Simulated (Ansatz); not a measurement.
Consider TiBr2 (P-3m1).

The database entry behind the starting cell has ideal inner coordinates that were not refined, so it need not match the best structure at ambient conditions.

```xyz
3
Lattice="2.5661 0.0000 -2.5661 -2.5661 2.5661 0.0000 3.7482 3.7482 3.7482" Properties=species:S:1:pos:R:3 pbc="T T T"
Ti    0.0000    0.0000    0.0000
Br    0.0817    2.6478    0.0817
Br    3.6665    3.6665    1.1004
```

The cell and positions come from the Crystallography Open Database and are kept as given unless a step says otherwise. PAW set soft_2, made with PBE.

A constrained-RPA run (Ansatz 0.2.0; non-magnetic LDA; Ti d, bands v1 to c4, 6×6×4 mesh, medium accuracy) builds 5 functions on bands 3.0 eV wide, with 2.0 electrons in the window. The bare on-site interaction is 14.3 eV and the bare J 0.46 eV.

What U and J survive the screening?

On the Ti d shell, U = 3.94 eV (28 % of the bare value), U′ = 3.20 eV, J = 0.36 eV.

The parent state is non-magnetic and the interaction static (zero frequency); U depends on the window and the orbitals, so it belongs to this model alone.

[Paths, hosts, dates, memory and timing lines, banners, echoed tables and standing remarks are left out of the program output.]

[Logs are printed without paths, hosts, clocks, repeated set-up lines and the standing remarks that a program may print on its own settings, such as how far it seeks lower states.]

[Runs of the session that timed out or met a known fault of the program may be left out.]

[Hosts, paths, dates, database ids (printed as entryN), source tags and the programs' standing remarks are cut or masked in the printed files.]
